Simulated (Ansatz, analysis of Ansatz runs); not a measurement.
# Moving an added hole between O sites in Na2MoO4 (Fd-3m), part 2 of 2

Question: does an added hole stay on the O atom where it is started in Na2MoO4 (Fd-3m), and if so, how high is the barrier for a hop to another O site nearby? Model: a cell of 56 host atoms.

Ansatz 0.2.0; plane-wave PAW DFT, PBEsol+U; relaxation of all atoms of a supercell at fixed charge in a uniform background; PAW set soft_1.

So far. Step 2 (The cell without the carrier): The largest displacement from an ideal site is 0.011 Å. Step 3 (The hole on the first site): The largest changes of the moments are 0.78 μB on O30, 0.05 μB on O36 and 0.04 μB on O49. The largest part sits on the chosen site.

## (4) The hole on the second site

The same start is made on the second site, to get the end of the hop.

File B.relax/input.yaml:

```yaml
crystal:
  lattice:
    - [9.08595436, 0.0, 0.0]
    - [0.0, 9.08595436, 0.0]
    - [0.0, 0.0, 9.08595436]
  atoms:
    - { symbol: Na, position: [0.12464, 0.12545, 0.1248] }
    - { symbol: Na, position: [0.124612, 0.625469, 0.62504] }
[... 11 atom lines left out ...]
    - { symbol: Na, position: [0.374735, 0.6257, 0.875096] }
[... 5 atom lines left out ...]
    - { symbol: Mo, position: [0.499708, 0.500355, 0.50015] }
[... 3 atom lines left out ...]
    - { symbol: Mo, position: [0.762277, 0.763077, 0.737503] }
[... 5 atom lines left out ...]
    - { symbol: O, position: [0.387595, 0.61254, 0.612302] }
[... 8 atom lines left out ...]
    - { symbol: O, position: [0.611852, 0.388136, 0.612279] }
[... 4 atom lines left out ...]
    - { symbol: O, position: [0.637445, 0.638278, 0.862329], spin: 1.0 }
[... 11 atom lines left out ...]
    - { symbol: O, position: [0.861819, 0.63829, 0.638029] }
total_charge: 1
basis:
  ecutwfc: 420
  xc_grid: 2
hamiltonian:
  xc: pbesol
  hubbard:
    sites: [{ species: O, l: p, u_eff: 6.0 }]
    projectors: ortho-atomic
  pseudopotentials: { kind: paw, azcp: { folder: soft_1 }, xc_functional: pbe }
kpoints:
  mp_grid: { grid: [1, 1, 1] }
magnetization:
  spin_polarized: true
  initial_magnetization: 1
  spin_locking: { lock_magnetization: hard }
scf:
  occupations: { method: fermi_dirac, width: 0.01 }
  max_iter: 120
  lower_state_search: "off"
output:
  forces: true
relax:
  f_tol: 0.015
  max_steps: 70
  escape_saddle: false
checkpoint:
  write: "../B.relax.run"
  compress: false
  write_wavefunctions: true
  write_every: 100000
```

The run is started by

```
ansatz run input.yaml --threads 8 --pin off --max-ram 18841MiB --backend cpu --events-out ev --progress --plain --runs-dir out
```

Numbers of over 12 decimals in the logs are rounded to 6 here.

The program printed:

```text
[...]
Crystal: 56 atoms, lattice volume = 750.087 Å³
Basis set: ecut = 420 eV, 14771 PW (Γ), exchange–correlation on 128×128×128 points (8 copies of the dense FFT grid, shifted against one another)
Bands: 280, of which v1, the nominal top of the filled ones, is band 224 counted from 1 (223 counted from 0)
Symmetry: 1 space group operations
[...]
k-points: 1
[...]
Starting moments: Σ|m| = 1 μB on 1 of 56 sites
[...]
SCF iter   1: F=—  HF=-80739.384984 eV  |F-HF|=—  |Δ(HF+E_count)|=         —  Δρ=6.70e-2 (↑6.70e-2 ↓6.70e-2)  dr2=2.26e2  dr2_m=8.09e-2  M=1.000 μB ∫|m|=1.159 μB  β_m=0.30  ethr=3.10e-3  ⟨swp⟩=6.0  Hψ=2036  notcnv=0
[...]
F+E_penalty+E_count = -80695.91316086 eV   max|allowed force component| = 9.758e-3 eV/Å
  atoms:
    - { symbol: Na, position: [0.124565, 0.125931, 0.124823] }
    - { symbol: Na, position: [0.132555, 0.624831, 0.621357] }
[...]
- { symbol: Na, position: [0.617035, 0.359433, 0.878230] }
[...]
- { symbol: Na, position: [0.369160, 0.877305, 0.622615] }
[...]
- { symbol: Na, position: [0.356750, 0.617961, 0.880653] }
[...]
- { symbol: Mo, position: [0.501992, 0.502672, 0.505105] }
[...]
- { symbol: Mo, position: [0.760380, 0.757696, 0.744178] }
    - { symbol: O, position: [0.360603, 0.361912, 0.863895] }
[...]
- { symbol: O, position: [0.393150, 0.615790, 0.620219] }
    [... 8 atoms left out ...]
    - { symbol: O, position: [0.615423, 0.391651, 0.617256] }
    [... 4 atoms left out ...]
    - { symbol: O, position: [0.636348, 0.634181, 0.867943] }
    [... 3 atoms left out ...]
    - { symbol: O, position: [0.644095, 0.863949, 0.637711] }
    [... 8 atoms left out ...]
[key lines of the parts left out:]
SCF converged after 22 iterations
Magnetization: 1.0000 μB (224.0000 up, 223.0000 down)
Free energy (F): -80695.913161 eV
Fermi energy:    3.700624 (↑ 4.440646, ↓ 3.697528) eV
```

Elapsed: 62 s, on 8 threads of Arm Neoverse V2, shared host; peak memory 1.5 GiB.

Distances from O44 without and with the hole:

| atom | without (Å) | with (Å) |
| --- | --- | --- |
| Mo24 | 1.77 | 1.95 |
| Na4 | 2.39 | 2.48 |
| Na14 | 2.39 | 2.55 |
| Na7 | 2.40 | 2.50 |

The largest changes of the moments are 0.78 μB on O44, 0.07 μB on O48 and -0.04 μB on Mo24. The largest part sits on the chosen site.

## (5) Points on the line between the two structures

All atoms move on the straight line between the two relaxed structures, 4.10 amu^1/2 Å long in mass-weighted terms. Each point starts from the state of the point before, once from either end, so that both localised states can be followed; the midpoint is also started with the carrier shared.

File A.x0500/input.yaml:

```yaml
crystal:
  lattice:
    - [9.08595436, 0.0, 0.0]
    - [0.0, 9.08595436, 0.0]
    - [0.0, 0.0, 9.08595436]
  atoms:
    - { symbol: Na, position: [0.124584, 0.125491, 0.124548] }
    - { symbol: Na, position: [0.120178, 0.628906, 0.625204] }
[... 11 atom lines left out ...]
    - { symbol: Na, position: [0.363726, 0.623602, 0.88524] }
[... 5 atom lines left out ...]
    - { symbol: Mo, position: [0.505196, 0.49674, 0.49989] }
[... 3 atom lines left out ...]
    - { symbol: Mo, position: [0.752115, 0.752265, 0.745928] }
[... 5 atom lines left out ...]
    - { symbol: O, position: [0.388911, 0.615215, 0.619392], spin: 1.0 }
[... 13 atom lines left out ...]
    - { symbol: O, position: [0.634306, 0.633488, 0.863216] }
[... 3 atom lines left out ...]
    - { symbol: O, position: [0.635453, 0.858689, 0.63587] }
[... 7 atom lines left out ...]
    - { symbol: O, position: [0.860991, 0.639627, 0.634814] }
total_charge: 1
basis:
  ecutwfc: 420
  xc_grid: 2
hamiltonian:
  xc: pbesol
  hubbard:
    sites: [{ species: O, l: p, u_eff: 6.0 }]
    projectors: ortho-atomic
  pseudopotentials: { kind: paw, azcp: { folder: soft_1 }, xc_functional: pbe }
kpoints:
  mp_grid: { grid: [1, 1, 1] }
magnetization:
  spin_polarized: true
  initial_magnetization: 1
  spin_locking: { lock_magnetization: hard }
scf:
  occupations: { method: fermi_dirac, width: 0.01 }
  max_iter: 120
  lower_state_search: "off"
output:
  forces: true
  eigenvalues: true
  eigenstates: { localisation: true }
  write_density: true
  write_potential: true
  volumetric_format: npy
checkpoint:
  read: "../A.x0375.run"
  write: "../A.x0500.run"
  compress: false
  write_wavefunctions: true
  write_every: 100000
```

The program printed:

```text
[...]
Warning: checkpoint.read: the run can stay near the saved state's solution: 56 site(s) moved relative to the saved geometry (max |Δs| = 3.094e-3 fractional); [...]
[...]
Crystal: 56 atoms, lattice volume = 750.087 Å³
Basis set: ecut = 420 eV, 14771 PW (Γ), exchange–correlation on 128×128×128 points (8 copies of the dense FFT grid, shifted against one another)
Bands: 280, of which v1, the nominal top of the filled ones, is band 224 counted from 1 (223 counted from 0)
Symmetry: 1 space group operations
[...]
k-points: 1
[...]
Starting moments: Σ|m| = 1 μB on 1 of 56 sites; this step starts from the density that it was given
[...]
SCF iter   1: F=—  HF=-80695.491925 eV  |F-HF|=—  |Δ(HF+E_count)|=         —  Δρ=1.55e-3 (↑1.35e-3 ↓1.55e-3)  dr2=3.13e-2  dr2_m=1.11e-3  M=1.000 μB ∫|m|=1.286 μB  β_m=0.30  ethr=6.98e-6  ⟨swp⟩=5.0  Hψ=3233  notcnv=0
[...]
spin=Collinear: Resta preconditioning applied to the charge; magnetization (m = ρ↑ − ρ↓) channel mixes plain (no charge-response kernel on spin).
SCF iter   2: F=—  HF=-80695.487879 eV  |F-HF|=—  |Δ(HF+E_count)|=   4.05e-3  Δρ=1.09e-3 (↑9.64e-4 ↓1.09e-3)  dr2=1.55e-2  dr2_m=6.27e-4  M=1.000 μB ∫|m|=1.289 μB  β_m=0.62  ethr=6.98e-6  ⟨swp⟩=2.0  Hψ=666  notcnv=0
[...]
SCF iter  40: F=-80695.486858 eV  HF=-80695.486858 eV  |F-HF|=2.72e-9  |Δ(HF+E_count)|=   5.44e-8  Δρ=4.41e-7 (↑4.41e-7 ↓4.30e-7)  dr2=3.83e-9  dr2_m=3.97e-10  M=1.000 μB ∫|m|=1.315 μB  ethr=4.78e-12  ⟨swp⟩=5.5  Hψ=3237  notcnv=0
SCF 1 converged in 40 iterations: F = -80695.486858 eV  dr2 = 3.83e-9
[...]
SCF converged after 40 iterations
[...]
Magnetization: 1.0000 μB (224.0000 up, 223.0000 down)
Absolute magnetization: 1.3160 μB (∫|ρ↑−ρ↓|, with the PAW one-centre terms)
[...]
Per-site moments (μB) at R_I (Å): [(1.434548580376315e-6, 0.988407), (0.00174005, 0.972919), (2.376698420703551e-6, 0.980436), [... 53 left out ...]
Free energy (F): -80695.486858 eV
[...]
Internal energy: -80695.486858 eV  (E = F + TS)
E sigma→0 (E₀):  -80695.486858 eV
Fermi energy:    3.444720 (↑ 4.451219, ↓ 3.444710) eV
[...]
--- Forces (eV/Å), atoms counted from 1 ---
  atom   1  Na    -0.01152906     0.00492363    -0.01925063
  atom   2  Na    -0.46723335     0.06710929     0.13630619
  [... 4 atoms left out ...]
  atom   7  Na     0.10784247     0.27688960     0.11435899
  [... 2 atoms left out ...]
  atom  10  Na     0.12208480     0.21215660     0.06716463
  [... 3 atoms left out ...]
  atom  14  Na     0.24763637     0.07509847     0.26291658
  [... 5 atoms left out ...]
  atom  20  Mo     2.23521593    -1.31170666    -1.33567670
  [... 3 atoms left out ...]
  atom  24  Mo    -1.83282833    -1.81004848     2.17796300
  [... 5 atoms left out ...]
  atom  30  O     -1.07575639     0.95901274     0.94907240
  [... 8 atoms left out ...]
  atom  39  O     -0.57533443     0.44235361    -0.53662889
  [... 4 atoms left out ...]
  atom  44  O      1.10331696     1.25488566    -1.58899364
  [... 3 atoms left out ...]
  atom  48  O     -0.40168453     0.34764010    -0.53184941
  [... 1 atom left out ...]
  atom  50  O     -0.16712533     0.11945115     0.02286107
  [... 6 atoms left out ...]
  max |Σ_I F_I| component: 7.21e-5 eV/Å
--- Band table (eV) ---
[...]
Occupation matrices written to <dir>
```

Wall time 29 s (8 threads); peak memory 1.5 GiB; 3.7 min of CPU time.

States next to the filling edge at the first k-point, on the run's own zero (eigenstates.tsv). The participation number counts the atoms that a state is spread over, of 56; bands count from 0.

| spin | band | energy (eV) | occupation | participation | largest share on | share |
| --- | --- | --- | --- | --- | --- | --- |
| down | 217 | 2.542 | 1.00 | 16.8 | O37 | 0.14 |
| down | 218 | 2.547 | 1.00 | 19.1 | O29 | 0.11 |
| down | 219 | 2.560 | 1.00 | 15.9 | O35 | 0.15 |
| down | 220 | 2.598 | 1.00 | 16.5 | O28 | 0.12 |
| down | 221 | 2.805 | 1.00 | 3.4 | O44 | 0.52 |
| down | 222 | 2.854 | 1.00 | 3.2 | O44 | 0.54 |
| down | 223 | 4.035 | 0.00 | 3.1 | O30 | 0.52 |
| down | 224 | 6.237 | 0.00 | 2.7 | Mo20 | 0.57 |
| down | 225 | 7.010 | 0.00 | 4.0 | Mo20 | 0.43 |
| down | 226 | 7.443 | 0.00 | 10.5 | Mo22 | 0.20 |
| down | 227 | 7.449 | 0.00 | 12.5 | Mo22 | 0.21 |
| up | 218 | 2.539 | 1.00 | 16.9 | O37 | 0.14 |
| up | 219 | 2.544 | 1.00 | 19.0 | O29 | 0.12 |
| up | 220 | 2.557 | 1.00 | 15.6 | O35 | 0.16 |
| up | 221 | 2.597 | 1.00 | 16.5 | O28 | 0.12 |
| up | 222 | 2.681 | 1.00 | 5.3 | O44 | 0.41 |
| up | 223 | 2.793 | 1.00 | 3.6 | O44 | 0.50 |
| up | 224 | 6.110 | 0.00 | 2.6 | Mo20 | 0.59 |
| up | 225 | 6.225 | 0.00 | 2.6 | Mo20 | 0.58 |
| up | 226 | 7.424 | 0.00 | 9.1 | Mo22 | 0.23 |
| up | 227 | 7.445 | 0.00 | 13.1 | Mo22 | 0.19 |
| up | 228 | 7.506 | 0.00 | 7.1 | Mo21 | 0.28 |

Under PBEsol+U (6 eV) at the zone centre alone, the highest filled state is spin down, spread over 3 of 56 atoms, and the lowest empty one, 1.18 eV above it, is spin down, spread over 3 of 56 atoms.

The largest moments in the atoms' spheres: O30 0.72, O49 0.10, Mo20 -0.05, O44 0.04, O39 0.02, O42 0.01 μB.

Spin density in the ac plane at fractional y = 0.625, through the centre, with atoms of Na and O within 0.45 Å of it.

Ten even steps from '_' (0.0 e/Å³) to '@' (1.5 e/Å³), each cell a mean:
```
__________________________________________________
__________________________________________________
__________________________________________________
__________________________________________________
__________________________________________________
__________________________________________________
__________________________________________________
____________________--::__________________________
________________::==@@++__________________________
________________==**--::__________________________
________________....______________________________
__________________________________________________
__________________________________________________
__________________________________________________
__________________________________________________
__________________________________________________
__________________________________________________
__________________________________________________
__________________________________________________
__________________________________________________
__________________________________________________
__________________________________________________
__________________________________________________
__________________________________________________
```
Columns run along a (9.1 Å), rows up along c (9.1 Å). Atoms in or near the plane, at fractional coordinates: Na at (0.12, 0.63), Na at (0.62, 0.13), Na at (0.36, 0.89), Na at (0.88, 0.37), O at (0.39, 0.62), O at (0.88, 0.11), O at (0.11, 0.89), O at (0.62, 0.39), O at (0.14, 0.37), O at (0.63, 0.86), O at (0.36, 0.14), O at (0.86, 0.63).

Valence density in the ac plane at fractional y = 0.625, through the centre, with atoms of Na and O within 0.45 Å of it. It is the smooth field of the valence electrons, not physical close to the nuclei.

Values in e/Å³, 13 rows by 16 columns, each cell a mean:
```
 1  2  2  0  0  3  3  0  0  1  1  0  0  0  0  0
 1  5  4  1  1 10 10  0  0  3  6  1  0  0  0  0
 0  1  1  0  0  1  1  0  0  1  2  1  0  0  0  0
 0  0  0  0  0  0  1  0  0  0  0  0  0  1  1  0
 0  8 11  1  0  2  5  1  0  0  0  0  1  5  4  1
 0  3  4  0  0  1  3  1  0  0  0  0  0  2  1  0
 0  0  0  0  0  0  0  0  0  1  1  0  0  0  0  0
 0  2  3  1  0  0  0  0  1  4  4  1  0  4  8  1
 0  2  5  2  0  0  0  0  0  2  2  0  0  5 10  1
 0  0  1  0  0  0  0  0  0  0  0  0  0  0  0  0
 0  0  0  0  1  3  3  0  0  3  5  0  0  1  2  0
 0  0  0  0  1  3  3  0  0  7 11  1  0  3  6  1
 0  0  0  0  0  0  0  0  0  0  0  0  0  1  1  1
```
Columns run along a (9.1 Å), rows up along c (9.1 Å). Atoms in or near the plane, at fractional coordinates: Na at (0.12, 0.63), Na at (0.62, 0.13), Na at (0.36, 0.89), Na at (0.88, 0.37), O at (0.39, 0.62), O at (0.88, 0.11), O at (0.11, 0.89), O at (0.62, 0.39), O at (0.14, 0.37), O at (0.63, 0.86), O at (0.36, 0.14), O at (0.86, 0.63).

Electrostatic potential energy in the ac plane at fractional y = 0.625, through the centre, with atoms of Na and O within 0.45 Å of it. With pseudopotentials it is smooth inside the atoms' cores, unlike the true potential.

Ten even steps from '_' (-49 eV) to '@' (11 eV), each cell a mean:
```
%%%%%%%%@@@@@@@@%%##%%@@@@@@@@@@@@@@@@@@@@@@@@%%%%
%%**----##@@@@##::__--%%@@@@@@****%%@@@@@@@@@@@@%%
@@==::::++@@@@++______##@@@@**--::++@@@@@@@@@@@@@@
@@##====##@@@@##::..--%%@@@@**::::==@@@@@@@@@@@@@@
@@@@%%%%@@@@@@@@####%%@@@@@@@@**++##%%%%@@@@@@@@@@
@@@@@@@@@@@@@@@@@@@@@@@@@@@@@@@@@@%%%%%%%%@@@@@@@@
@@@@%%%%%%@@@@@@@@@@@@@@@@@@@@@@@@%%%%%%%%%%%%@@@@
@@##--::++%%@@@@%%++==##@@@@@@@@@@@@%%%%++--==%%@@
@@++____..##@@@@++::..==%%@@@@@@@@@@@@%%==..::**@@
@@**..__::%%@@@@++::::==%%%%@@@@@@@@@@@@**--==%%@@
@@%%**++##@@@@@@%%**++##%%%%%%@@@@@@@@@@@@%%%%@@@@
@@@@@@@@@@@@@@@@@@@@%%%%##%%%%@@@@@@@@@@@@@@@@@@@@
@@@@@@@@@@@@@@@@@@@@@@%%%%%%%%##%%@@@@@@@@%%%%@@@@
@@@@##++**@@@@@@@@@@@@%%%%%%==::==%%@@@@%%==::**%%
@@@@==::::**@@@@@@@@@@@@@@%%--..--##@@@@++____::%%
@@@@==::::**@@@@@@@@@@@@@@@@**==++%%@@@@**____::%%
@@@@%%++**%%%%%%@@@@@@@@@@@@@@%%@@@@@@@@%%**++##@@
@@@@@@@@%%%%##%%%%@@@@@@@@@@@@@@@@@@@@@@@@@@@@@@@@
@@@@@@@@@@%%%%%%####%%@@@@@@%%##%%@@@@@@@@@@@@@@@@
@@@@@@@@@@%%%%##--::++@@@@%%++..::**@@@@@@##**%%@@
@@@@@@@@@@@@@@##::..--%%@@%%::____==@@@@##--::==%%
@@@@@@@@@@@@@@%%++==**@@@@%%==__..**@@@@##--::--%%
%%%%@@@@@@@@@@@@@@@@@@@@@@@@%%**##%%@@@@@@**==**%%
##%%@@@@@@@@@@@@@@@@@@@@@@@@@@@@@@@@@@@@@@@@@@%%%%
```
Columns run along a (9.1 Å; values clipped at the 3rd and 97th percentile), rows up along c (9.1 Å). Atoms in or near the plane, at fractional coordinates: Na at (0.12, 0.63), Na at (0.62, 0.13), Na at (0.36, 0.89), Na at (0.88, 0.37), O at (0.39, 0.62), O at (0.88, 0.11), O at (0.11, 0.89), O at (0.62, 0.39), O at (0.14, 0.37), O at (0.63, 0.86), O at (0.36, 0.14), O at (0.86, 0.63).

Free energies from the first end:

| started from | fraction | energy (eV) | moment change on O30 (μB) | on O44 (μB) |
| --- | --- | --- | --- | --- |
| first site | 0 | 0.000 | 0.78 | 0.00 |
| first site | 0.125 | 0.028 | 0.77 | 0.01 |
| first site | 0.25 | 0.110 | 0.76 | 0.01 |
| first site | 0.375 | 0.243 | 0.74 | 0.02 |
| first site | 0.5 | 0.425 | 0.72 | 0.04 |
| first site | 0.625 | 0.238 | 0.02 | 0.74 |
| second site | 0.875 | 0.026 | 0.01 | 0.77 |
| second site | 0.75 | 0.106 | 0.01 | 0.76 |
| second site | 0.625 | 0.238 | 0.02 | 0.74 |
| second site | 0.5 | 0.419 | 0.03 | 0.72 |
| second site | 0.375 | 0.643 | 0.10 | 0.68 |
| shared | 0.5 | 0.419 | 0.03 | 0.72 |
| second site | 1 | -0.001 | 0.00 | 0.78 |

## (6) Results

| Property | Result |
| --- | --- |
| barrier forward | 0.42 eV |
| barrier backward | 0.42 eV |
| distance of the two sites without the carrier | 3.22 Å |
| carrier at the midpoint | on one site |

In words: On this line the hole must cross 0.42 eV to hop 3.22 Å; both ends have the same energy within 0.005 eV. At the midpoint the lowest state found keeps the carrier on one site, so the two localised curves cross in a cusp. This suggests weak coupling and a hop slower than the barrier alone implies, though U itself penalises the shared state. The start with the carrier shared fell onto one site. With an assumed attempt frequency of 1e13 per second the rate at 300 K would be 9e+05 per second for this barrier, if every crossing succeeded. A straight line need not be the lowest path, so the true barrier at this U can be lower, or higher if the ends can still break their symmetry; the top can also fall between the computed points, which would raise it. A shorter hop, 2.88 Å to O36, was not computed. No run compares the localised hole with one spread in the band, so its binding is unknown and the barrier may exceed it. The program's search for lower electronic states was switched off in all runs, so that each state is followed; none is shown to be the lowest at its structure. No image-charge correction is applied; it nearly cancels along the line while the charge stays localised. What this leaves open: sampling at the zone centre alone can move energies of charged and open-shell states by tenths of an eV or more in cells of this size; gap and trapping depend on the U chosen (O p 6.0 eV).

[Logs are printed without paths, hosts, clocks, repeated set-up lines and the standing remarks that a program may print on its own settings, such as how far it seeks lower states.]

[Hosts, paths, dates, database ids (printed as entryN), source tags and the programs' standing remarks are cut or masked in the printed files.]
